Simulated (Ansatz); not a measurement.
**Work function of Ti(0001): what the settings cost and change**

Aim: the numerical settings behind the work function of Ti(0001), with the cost of each.

Program: Ansatz 0.2.0. Level of theory: plane-wave DFT, PBE, Ansatz PAW. Results are calculated unless marked as measured.

## 1. Set-up

The cell holds 7 atoms: 7 Ti. Cell: a = 2.950 Å, b = 2.950 Å, c = 32.054 Å, α = 90.0°, β = 90.0°, γ = 60.0°. Vacuum lies along c.

Coordinates:

```cif
data_structure
_symmetry_space_group_name_H-M 'P 1'
_symmetry_Int_Tables_number 1
_cell_length_a 2.9500
_cell_length_b 2.9500
_cell_length_c 32.0538
_cell_angle_alpha 90.000
_cell_angle_beta 90.000
_cell_angle_gamma 60.000
_cell_volume 241.58
loop_
_atom_site_label
_atom_site_type_symbol
_atom_site_fract_x
_atom_site_fract_y
_atom_site_fract_z
_atom_site_occupancy
Ti1 Ti 0.00000 0.00000 0.28078 1
Ti2 Ti 0.66667 0.66667 0.35385 1
Ti3 Ti 0.00000 0.00000 0.42693 1
Ti4 Ti 0.66667 0.66667 0.50000 1
Ti5 Ti 0.00000 0.00000 0.57307 1
Ti6 Ti 0.66667 0.66667 0.64615 1
Ti7 Ti 0.00000 0.00000 0.71922 1
```

## 2. Run, setting cutoff 200 eV

A work function rests on the faint tail of the density, so the SCF threshold is tight. The cutoff is raised first; then mesh and smearing are varied at the default cutoff.

Input file input.yaml:

```yaml
crystal:
  lattice:
    - [2.95, 0.0, 0.0]
    - [1.475, 2.5547749412, 0.0]
    - [0.0, 0.0, 32.0538]
  atoms:
    - { symbol: Ti, position: [0.0, 0.0, 0.2807779421] }
    - { symbol: Ti, position: [0.6666666667, 0.6666666667, 0.3538519614] }
    - { symbol: Ti, position: [0.0, 0.0, 0.4269259807] }
    - { symbol: Ti, position: [0.6666666667, 0.6666666667, 0.5] }
    - { symbol: Ti, position: [0.0, 0.0, 0.5730740193] }
    - { symbol: Ti, position: [0.6666666667, 0.6666666667, 0.6461480386] }
    - { symbol: Ti, position: [0.0, 0.0, 0.7192220579] }
kpoints:
  mp_grid: { grid: [16, 16, 1] }
hamiltonian:
  xc: pbe
scf:
  occupations: { method: fermi_dirac, width: 0.1 }
  convergence: { dr2_threshold: 1.0e-09 }
efield:
  axis: 3
  dipole_correction: true
  ramp_position: 0.97
  ramp_width: 0.06
basis:
  ecutwfc: "200 eV"
output:
  write_potential: true
  write_density: true
  volumetric_format: npy
  elf: true
```

Started as:

```console
$ ansatz run input.yaml --threads 2 --pin off --max-ram 3072MiB --backend cpu --events-out ev --progress --plain --runs-dir out
```

Numbers of over 12 decimals in the logs are rounded to 6 here.

The log of the run:

```text
Warning: basis.ecutwfc = 200 eV is below the records' recommended 420 eV, and the density's cutoff is lower with it unless basis.ecutrho_ratio is high enough to keep the records' density cutoff: compare with a run at a higher cutoff
Warning: basis.ecutrho_ratio 4 (ecutrho = 800 eV, dense FFT grid 15×15×150): the grid does not resolve the core-correction charge of Ti (measure 0.10 e/Å^2.5); warned from 0.08. The energy and each atom's force then go with where the atoms sit on the grid: [figures from the program's tests cut] If this deck is also warned that a cutoff or its ratio is below what is recommended, mend that before anything below. First try basis.xc_grid, which is 1 on this run (the dense grid itself), where it is not refused (2, then 3). Above 1 the core-correction charge is laid on the exchange–correlation grid, and this warning is never given, whether or not the level is enough: [rest of the remark cut]
Engine: ansatz 0.2.0, aarch64-unknown-linux-gnu
Pseudopotentials: kind: paw
Pseudopotential: Ti, paw, valence charge 12, recommended cutoff 420 eV (normal), Ti.paw.azcp
Functional definition: PBE
  parameter kappa = 0.804
  parameter beta = 0.066725
  exchange = pbe_x(kappa = kappa, mu = beta*pi^2/3)
  correlation = pbe_c(beta = beta)
Crystal: 7 atoms, lattice volume = 241.576 Å³
Basis set: ecut = 200 eV, 1567 PW (Γ)
Bands: 51, of which v1, the nominal top of the filled ones, is band 42 counted from 1 (41 counted from 0)
Symmetry: 6 space group operations
k-points: 30 of 256 (time reversal used)
Non-local potential: Ti, projectors of the file, l = 0: 3, l = 1: 2, l = 2: 3, l = 3: 1
PAW form: soft (Blöchl's): semilocal exchange-correlation on the pseudo side does not see the compensation charge
PAW one-centre angular grid: Ti, 590 points (default); XC on 64 Gauss nodes
Initial density: superposition of atomic densities (neutral atoms: chi_scale 0, normalization atom), corrected by the library's trained network
Initial wavefunctions: pseudopotential atomic-orbital guess
Functional: x = pbe(κ = 0.804, μ = 0.219515), c = pbe(β = 0.066725)
SCF iter   1: F=—  HF=-17462.173662 eV  |F-HF|=—  |Δ(HF+E_count)|=         —  Δρ=6.26e-2  dr2=6.91e0  ethr=1.77e-3  p=0.000 e·Å  D=2.22e-13 V/Å  ΔV_dip=-0.00 eV  dr2_dipole=3.03e-8  V_vac-E_F(+/−)=3.53/3.53 eV  ⟨swp⟩=8.9  Hψ=6972  notcnv=0
efield: sawtooth ramp at fractional position 0.9700 (set: `efield.ramp_position`, or a place that a band, a saddle search or an elastic batch's reference lends), width 0.0600; the density the first Hamiltonian is built on has a dipole p = 0.000 e·Å; the dipole correction subtracts the counter field D = 2.22e-13 V/Å, which shifts the + side's vacuum level by -0.00 eV against the − side's; the planar-averaged density in the ramp window peaks in size at 4.7e-5 e/Å³
preconditioner: auto → LDOS  [metal: Δε(μ)=0.013 eV  Ē_g=2.500 eV  σ=0.100 eV  W_gap=0.03  n_scr=22 (ndim 8)  ℏωp=12.6 eV  f_vac=0.439  D(μ)=9.55/eV (n_scr^D=92)  β→1.0]
SCF iter   2: F=—  HF=-17460.517230 eV  |F-HF|=—  |Δ(HF+E_count)|=    1.66e0  Δρ=5.20e-2  dr2=6.24e0  ethr=1.77e-3  p=-0.000 e·Å  D=-1.54e-5 V/Å  ΔV_dip=0.00 eV  dr2_dipole=1.07e-8  V_vac-E_F(+/−)=4.93/4.93 eV  ⟨swp⟩=7.5  Hψ=11398  notcnv=0
automatic band count: the SCF goes on with 60 bands, as 51 were too few: the levels above may hold too much charge
SCF iter   3: F=—  HF=-17458.712736 eV  |F-HF|=—  |Δ(HF+E_count)|=    1.80e0  Δρ=3.19e-3  dr2=1.75e-1  ethr=1.77e-3  p=0.000 e·Å  D=9.99e-6 V/Å  ΔV_dip=-0.00 eV  dr2_dipole=1.15e-7  V_vac-E_F(+/−)=4.58/4.58 eV  ⟨swp⟩=3.2  Hψ=4056  notcnv=0  defer=1
SCF iter   4: F=—  HF=-17458.707328 eV  |F-HF|=—  |Δ(HF+E_count)|=   5.41e-3  Δρ=7.90e-4  dr2=5.26e-3  ethr=2.08e-4  p=-0.000 e·Å  D=-1.83e-6 V/Å  ΔV_dip=0.00 eV  dr2_dipole=4.67e-8  V_vac-E_F(+/−)=4.59/4.59 eV  ⟨swp⟩=2.0  Hψ=2124  notcnv=0  defer=1
SCF iter   5: F=—  HF=-17458.707010 eV  |F-HF|=—  |Δ(HF+E_count)|=   3.18e-4  Δρ=3.20e-4  dr2=4.20e-4  ethr=6.26e-6  p=0.000 e·Å  D=2.11e-6 V/Å  ΔV_dip=-0.00 eV  dr2_dipole=4.18e-10  V_vac-E_F(+/−)=4.60/4.60 eV  ⟨swp⟩=2.1  Hψ=2392  notcnv=0  defer=1
SCF iter   6: F=—  HF=-17458.706977 eV  |F-HF|=—  |Δ(HF+E_count)|=   3.25e-5  Δρ=1.10e-4  dr2=3.62e-5  ethr=5.00e-7  p=-0.000 e·Å  D=-1.56e-8 V/Å  ΔV_dip=0.00 eV  dr2_dipole=3.43e-9  V_vac-E_F(+/−)=4.59/4.60 eV  ⟨swp⟩=2.4  Hψ=2897  notcnv=0  defer=1
SCF iter   7: F=—  HF=-17458.707001 eV  |F-HF|=—  |Δ(HF+E_count)|=   2.33e-5  Δρ=2.87e-5  dr2=3.73e-6  ethr=4.31e-8  p=0.000 e·Å  D=2.03e-7 V/Å  ΔV_dip=-0.00 eV  dr2_dipole=3.92e-10  V_vac-E_F(+/−)=4.59/4.60 eV  ⟨swp⟩=2.5  Hψ=3083  notcnv=0  defer=1
SCF iter   8: F=—  HF=-17458.707012 eV  |F-HF|=—  |Δ(HF+E_count)|=   1.14e-5  Δρ=6.75e-6  dr2=3.31e-7  ethr=4.44e-9  p=0.000 e·Å  D=3.36e-8 V/Å  ΔV_dip=-0.00 eV  dr2_dipole=1.70e-12  V_vac-E_F(+/−)=4.59/4.60 eV  ⟨swp⟩=2.7  Hψ=2963  notcnv=0  defer=1
SCF iter   9: F=—  HF=-17458.707012 eV  |F-HF|=—  |Δ(HF+E_count)|=   1.57e-7  Δρ=2.27e-6  dr2=1.80e-8  ethr=3.95e-10  p=0.000 e·Å  D=5.79e-9 V/Å  ΔV_dip=-0.00 eV  dr2_dipole=3.43e-12  V_vac-E_F(+/−)=4.59/4.60 eV  ⟨swp⟩=2.7  Hψ=2626  notcnv=0  defer=1
SCF iter  10: F=—  HF=-17458.707012 eV  |F-HF|=—  |Δ(HF+E_count)|=   9.92e-9  Δρ=7.42e-7  dr2=2.52e-9  ethr=2.14e-11  p=-0.000 e·Å  D=-5.75e-8 V/Å  ΔV_dip=0.00 eV  dr2_dipole=3.85e-14  V_vac-E_F(+/−)=4.59/4.60 eV  ⟨swp⟩=3.1  Hψ=3471  notcnv=0  defer=1
SCF iter  11: F=-17458.707012 eV  HF=-17458.707012 eV  |F-HF|=1.13e-10  |Δ(HF+E_count)|=   1.61e-9  Δρ=1.82e-7  dr2=3.38e-10  ethr=1.19e-12  p=0.000 e·Å  D=3.95e-10 V/Å  ΔV_dip=-0.00 eV  dr2_dipole=1.34e-13  V_vac-E_F(+/−)=4.59/4.60 eV  ⟨swp⟩=6.9  Hψ=4904  notcnv=0
WARN: efield: at this solve's end the planar-averaged density reaches 6.04e-5 e/Å³ inside the ramp window [0.9388, 0.0612] (bound 1e-5 e/Å³); by the running means of the window's planes the mean density over a ramp is at most 4.89e-5 e/Å³, which is held to the bound (the quickstart, § The vacuum guard, A window that rings); the window's nearer edge stands 7.04 Å from this solve's nearest atom along the axis. Its work [...]
SCF 1 converged in 11 iterations: F = -17458.707012 eV  dr2 = 3.38e-10
  greatest PAW one-centre occupation: 1.091 electrons in one spin orbital (limit 2), on the Ti atom at site 0 (counted from 0), in its partial waves of l = 1
WARN: The output density's exchange-correlation potential varies sharply where the density is thin. Do not read a vacuum level from v_tot or v_xc, or from such a field of the output density. On a cell that repeats whose density bears no net charge and no dipole along the vacuum's axis use v_es (v_loc + v_h of the components); under efield.dipole_correction with no amplitude use v_es + v_field, which holds any externa [...]
SCF converged after 11 iterations
Free energy (F): -17458.707012 eV
Harris-Foulkes:  -17458.707012 eV  (|F-HF|=1.13e-10)
Internal energy: -17458.344564 eV  (E = F + TS)
E sigma→0 (E₀):  -17458.525788 eV
Entropy (-TS):   -0.362448 eV (-51.778 meV/atom)
Fermi energy:    4.655196 eV
Dipole field:    D = -0.000000 V/Å  (p = -0.000001 e·Å, saw-weighted, corrected)
Work function:   Φ+ = 4.5943 eV (in doubt: plateau slope 1.5e-2 eV/Å)   Φ− = 4.5968 eV (in doubt: plateau slope 1.4e-2 eV/Å)
Levels:          The Fermi level and band energies are counted from a zero that moves with the ramp; work functions are not
Vacuum region:   at the solve's end the planar-averaged density reaches 6.04e-5 e/Å³ inside the ramp window [0.9388, 0.0612] (bound 1e-5 e/Å³); by the running means of the window's planes the mean density over a ramp is at most 4.89e-5 e/Å³, which is held to the bound (the quickstart, § The vacuum guard, A window that rings)
--- Per-component energies (eV) ---
  E_band       = -1903.101438
  E_kinetic    = 1969.021688
  E_local      = -115275.777207  (includes V_loc(G=0)·N_el)
  E_nonlocal   = 37.646290
  E_hartree    = 56736.844628
  E_xc         = -693.915268
  E_vxc        = -868.548214  (∫ρ·V_xc dr)
  E_paw        = -7333.002511  (= ΣΔE_a)
  E_vpaw       = -1239.154224  (= ΣTr[D̂ρ^β])
  E_aug_tail   = 0.016168  (compensation charges beyond the density's cutoff)
  E_efield     = 0.000000  (sawtooth field / dipole correction)
  E_vefield    = 0.000000  (∫n·V_field dr)
  E_ewald      = 47100.821647
  E_smearing   = -0.362448  (= −TS)
  E_closure    = -0.000000  (closes the sum)
  Σ components = -17458.707012   (vs F -17458.707012, Δ=0.00e0)
--- Band table (eV; the first three rows and the last of 30) ---
  k-point 0: bands = [... 38 lower, 5.0074, 5.2143, 5.2143, 5.2200, 5.2200, 5.2259, 5.3302, 5.3390, ... 14 higher]
  k-point 1: bands = [... 38 lower, 4.8798, 5.0652, 5.1176, 5.1359, 5.2225, 5.2958, 5.3379, 5.3860, ... 14 higher]
  k-point 2: bands = [... 38 lower, 4.6162, 4.7258, 4.7693, 4.9064, 4.9188, 5.0427, 5.1763, 5.3266, ... 14 higher]
  k-point 29: bands = [... 38 lower, 3.7243, 4.0267, 4.0512, 4.5894, 4.6861, 4.7408, 4.8420, 4.9008, ... 14 higher]
```

It took 27 s on 2 threads of Arm Neoverse N1, shared host; peak memory 0.42 GiB; 52 s of CPU time.

Numbers from this step:

- energy at zero smearing: -17458.5258 eV
- work function, upper face: 4.594 eV

Running mean over 2.3423 Å of the planar mean; the ramp of the sawtooth is left out. Table of electron's electrostatic potential energy less the Fermi level by z:

z (Å), electron's electrostatic potential energy less the Fermi level (eV) and a bar from the least value:
```
      3.5       4.56 ##############################
      4.0       4.54 ##############################
      4.5       4.52 ##############################
      5.0       4.49 ##############################
      5.5       4.42 ##############################
      6.0       4.27 #############################
      6.5       3.88 ############################
      7.0       2.86 ##########################
      7.5       0.35 ###################
      8.0      -3.19 ##########
      8.5      -5.94 ##
      9.0      -6.83 
      9.5      -6.80 
     10.0      -6.68 
     10.5      -6.66 
     11.0      -6.68 
     11.5      -6.72 
     12.0      -6.76 
     12.5      -6.77 
     13.0      -6.76 
     13.5      -6.75 
     14.0      -6.76 
     14.5      -6.77 
     15.0      -6.77 
     15.5      -6.78 
     16.0      -6.78 
     16.5      -6.78 
     17.0      -6.77 
     17.5      -6.77 
     18.0      -6.76 
     18.5      -6.75 
     19.0      -6.76 
     19.5      -6.77 
     20.0      -6.76 
     20.5      -6.73 
     21.0      -6.69 
     21.5      -6.66 
     22.0      -6.68 
     22.5      -6.78 
     23.0      -6.84 
     23.5      -6.15 ##
     24.0      -3.56 #########
     24.5      -0.02 ##################
     25.0       2.70 #########################
     25.5       3.81 ############################
     26.0       4.24 #############################
     26.5       4.41 ##############################
     27.0       4.48 ##############################
     27.5       4.52 ##############################
     28.0       4.54 ##############################
     28.5       4.56 ##############################
```

Electrostatic potential energy in the ca plane at fractional y = 0.000, with atoms of Ti within 0.2 Å of it. With pseudopotentials it is smooth inside the atoms' cores, unlike the true potential.

Values in eV, 5 rows by 16 columns, each cell a mean:
```
  2 -27 -17   5   5  -6 -31  -6   5   5 -17 -28   2   8   9   9
  3  -4   0   1  -2   3  -6   3  -2   1   0  -4   6   9   9   9
  3   4   5  -2  -7   5   3   5  -7  -2   5   3   7   9   9   9
  3 -12  -5   2   1   0 -15   1   1   3  -5 -13   5   9   9   9
  1 -30 -20   5   6  -8 -34  -8   6   5 -20 -31   1   8   9   9
```
Columns run along c (16.0 Å, from fractional 0.38 to 0.88 of the cell; values clipped at the 3rd and 97th percentile), rows up along a (3.0 Å). Atoms in or near the plane, at fractional coordinates: Ti at (0.43, 0.00), Ti at (0.57, 0.00), Ti at (0.72, 0.00).

Valence density in the ca plane at fractional y = 0.000, with atoms of Ti within 0.2 Å of it. It is the smooth field of the valence electrons, not physical close to the nuclei.

Values in units of 1e0 e/Å³, 5 rows by 16 columns, each cell a mean:
```
0.2 4.3 2.2 0.2 0.2 0.7 5.4 0.7 0.2 0.2 2.2 4.3 0.1 0.0 0.0 0.0
0.2 0.4 0.3 0.2 0.3 0.2 0.5 0.2 0.3 0.2 0.3 0.4 0.1 0.0 0.0 0.0
0.2 0.2 0.2 0.3 0.5 0.2 0.2 0.2 0.5 0.3 0.2 0.2 0.1 0.0 0.0 0.0
0.2 1.1 0.6 0.2 0.2 0.3 1.4 0.3 0.2 0.2 0.6 1.1 0.1 0.0 0.0 0.0
0.3 5.9 3.0 0.2 0.2 1.0 7.3 1.0 0.2 0.2 3.0 5.9 0.1 0.0 0.0 0.0
```
Columns run along c (16.0 Å, from fractional 0.38 to 0.88 of the cell), rows up along a (3.0 Å). Atoms in or near the plane, at fractional coordinates: Ti at (0.43, 0.00), Ti at (0.57, 0.00), Ti at (0.72, 0.00).

ELF in the ca plane at fractional y = 0.000, with atoms of Ti within 0.2 Å of it. It is the smooth field of the valence electrons, not physical close to the nuclei.

Ten even steps from '0' (0.00) to '9' (0.63), each cell a mean:
```
85396693488888449568258899834857821000000000
54248842453335425884255334642688411100000000
24422224421212442222442121353222232210000000
14654456413421565445641342156544544310000000
14543335412321553334541231255333343310000000
34225522432223422542343222442354222110000000
74278872476667438887257667743889711000000000
85493294599999459249368999935815920000000000
```
Columns run along c (16.0 Å, from fractional 0.38 to 0.88 of the cell), rows up along a (3.0 Å). Atoms in or near the plane, at fractional coordinates: Ti at (0.43, 0.00), Ti at (0.57, 0.00), Ti at (0.72, 0.00).

The work function is 4.594 eV. The program marks this work function as in doubt.

## 3. Run

Changes to input.yaml since step 2:

```diff
@@ -26,3 +26,3 @@
 basis:
-  ecutwfc: "200 eV"
+  ecutwfc: "300 eV"
 output:
@@ -31,2 +31 @@
   volumetric_format: npy
-  elf: true
```

The log of the run:

```text
[...]
Crystal: 7 atoms, lattice volume = 241.576 Å³
Basis set: ecut = 300 eV, 2761 PW (Γ)
Bands: 51, of which v1, the nominal top of the filled ones, is band 42 counted from 1 (41 counted from 0)
Symmetry: 6 space group operations
k-points: 30 of 256 (time reversal used)
[...]
k-point 0: bands = [... 38 lower, 4.9362, 5.0751, 5.2604, 5.3221, 5.3349, 5.3349, 5.3513, 5.3513, ... 5 higher]
  k-point 1: bands = [... 38 lower, 4.8544, 4.9911, 5.0975, 5.2244, 5.2259, 5.2815, 5.3164, 5.3845, ... 5 higher]
  k-point 2: bands = [... 38 lower, 4.6185, 4.7510, 4.9104, 4.9755, 5.0061, 5.0909, 5.2256, 5.3983, ... 5 higher]
  k-point 29: bands = [... 38 lower, 3.6692, 3.9890, 4.0259, 4.4312, 4.5353, 4.6160, 4.7541, 4.7733, ... 5 higher]
[key lines of the parts left out:]
SCF converged after 11 iterations
Free energy (F): -17494.967700 eV
Fermi energy:    4.654473 eV
Dipole field:    D = -0.000000 V/Å  (p = -0.000000 e·Å, saw-weighted, corrected)
Work function:   Φ+ = 4.4136 eV   Φ− = 4.4137 eV
```

Run time: 38 s. Hardware: 2 threads; peak memory 0.49 GiB; 73 s of CPU time.

The work function is 4.414 eV, -0.181 eV from the run “cutoff 200 eV”, at 1.4 times its CPU time.

## 4. Run

Changes to input.yaml since step 3:

```diff
@@ -26,3 +26,3 @@
 basis:
-  ecutwfc: "300 eV"
+  ecutwfc: "420 eV"
 output:
```

The log of the run:

```text
[...]
Crystal: 7 atoms, lattice volume = 241.576 Å³
Basis set: ecut = 420 eV, 4655 PW (Γ)
Bands: 51, of which v1, the nominal top of the filled ones, is band 42 counted from 1 (41 counted from 0)
Symmetry: 6 space group operations
k-points: 30 of 256 (time reversal used)
[...]
k-point 0: bands = [... 38 lower, 4.9348, 5.0763, 5.2613, 5.3221, 5.3287, 5.3287, 5.3491, 5.3491, ... 5 higher]
  k-point 1: bands = [... 38 lower, 4.8569, 4.9973, 5.1014, 5.2295, 5.2305, 5.2839, 5.3196, 5.3886, ... 5 higher]
  k-point 2: bands = [... 38 lower, 4.6230, 4.7554, 4.9159, 4.9829, 5.0148, 5.0970, 5.2307, 5.4038, ... 5 higher]
  k-point 29: bands = [... 38 lower, 3.6754, 3.9951, 4.0333, 4.4411, 4.5462, 4.6264, 4.7631, 4.7820, ... 5 higher]
[key lines of the parts left out:]
SCF converged after 10 iterations
Free energy (F): -17495.871346 eV
Fermi energy:    4.660878 eV
Dipole field:    D = -0.000000 V/Å  (p = -0.000000 e·Å, saw-weighted, corrected)
Work function:   Φ+ = 4.4094 eV   Φ− = 4.4094 eV
```

It took 51 s on 2 threads; peak memory 0.65 GiB.

The work function is 4.409 eV, -0.185 eV from the run “cutoff 200 eV”, at 1.9 times its CPU time.

## 5. Slab

Changes to input.yaml since step 4:

```diff
@@ -26,3 +26,3 @@
 basis:
-  ecutwfc: "420 eV"
+  ecutwfc: "600 eV"
 output:
```

The log of the run:

```text
[...]
Crystal: 7 atoms, lattice volume = 241.576 Å³
Basis set: ecut = 600 eV, 8007 PW (Γ)
Bands: 51, of which v1, the nominal top of the filled ones, is band 42 counted from 1 (41 counted from 0)
Symmetry: 6 space group operations
k-points: 30 of 256 (time reversal used)
[...]
k-point 0: bands = [... 38 lower, 4.9344, 5.0757, 5.2607, 5.3214, 5.3284, 5.3284, 5.3489, 5.3489, ... 5 higher]
  k-point 1: bands = [... 38 lower, 4.8563, 4.9969, 5.1006, 5.2293, 5.2301, 5.2836, 5.3193, 5.3883, ... 5 higher]
  k-point 2: bands = [... 38 lower, 4.6225, 4.7548, 4.9157, 4.9827, 5.0146, 5.0967, 5.2304, 5.4035, ... 5 higher]
  k-point 29: bands = [... 38 lower, 3.6751, 3.9948, 4.0330, 4.4406, 4.5458, 4.6260, 4.7628, 4.7816, ... 5 higher]
[key lines of the parts left out:]
SCF converged after 10 iterations
Free energy (F): -17495.880111 eV
Fermi energy:    4.660540 eV
Dipole field:    D = -0.000000 V/Å  (p = -0.000000 e·Å, saw-weighted, corrected)
Work function:   Φ+ = 4.4093 eV   Φ− = 4.4093 eV
```

Elapsed: 86 s, on 2 threads; peak memory 0.95 GiB.

The work function is 4.409 eV, -0.000 eV from the run “cutoff 420 eV”, at 1.7 times its CPU time.

## 6. Run

Changes to input.yaml since step 5:

```diff
@@ -14,3 +14,3 @@
 kpoints:
-  mp_grid: { grid: [16, 16, 1] }
+  mp_grid: { grid: [3, 3, 1] }
 hamiltonian:
@@ -25,4 +25,2 @@
   ramp_width: 0.06
-basis:
-  ecutwfc: "600 eV"
 output:
```

The log of the run:

```text
[...]
Crystal: 7 atoms, lattice volume = 241.576 Å³
Basis set: ecut = 420 eV, 4655 PW (Γ)
Bands: 51, of which v1, the nominal top of the filled ones, is band 42 counted from 1 (41 counted from 0)
Symmetry: 6 space group operations
k-points: 3 of 9 (time reversal used)
[...]
Work function:   Φ+ = 4.4572 eV   Φ− = 4.4572 eV
[...]
--- Band table (eV) ---
  k-point 0: bands = [... 38 lower, 4.9218, 5.0431, 5.2464, 5.2911, 5.2914, 5.2914, 5.3217, 5.3217, ... 5 higher]
  k-point 1: bands = [... 38 lower, 3.8889, 4.0880, 4.1330, 4.6477, 4.6642, 5.0519, 5.1410, 5.2559, ... 5 higher]
  k-point 2: bands = [... 38 lower, 3.5454, 3.9265, 3.9574, 4.4350, 4.5351, 4.5892, 4.7052, 4.7060, ... 5 higher]
[key lines of the parts left out:]
SCF converged after 12 iterations
Free energy (F): -17495.770757 eV
Fermi energy:    4.650609 eV
Dipole field:    D = -0.000000 V/Å  (p = -0.000000 e·Å, saw-weighted, corrected)
```

Elapsed: 5.8 s, on 2 threads; peak memory 0.41 GiB; 11 s of CPU time.

The work function is 4.457 eV, +0.048 eV from the run “cutoff 420 eV”, at 0.11 times its CPU time.

(Continued in part 2 of 2.)

[Logs are printed without paths, hosts, clocks, repeated set-up lines and the standing remarks that a program may print on its own settings, such as how far it seeks lower states.]

[Hosts, paths, dates, database ids (printed as entryN), source tags and the programs' standing remarks are cut or masked in the printed files.]

[Maps of the electrostatic potential energy from Ansatz leave out the sawtooth potential of an applied field or a dipole correction, so their vacuum need not be flat; planar profiles and work functions include it.]
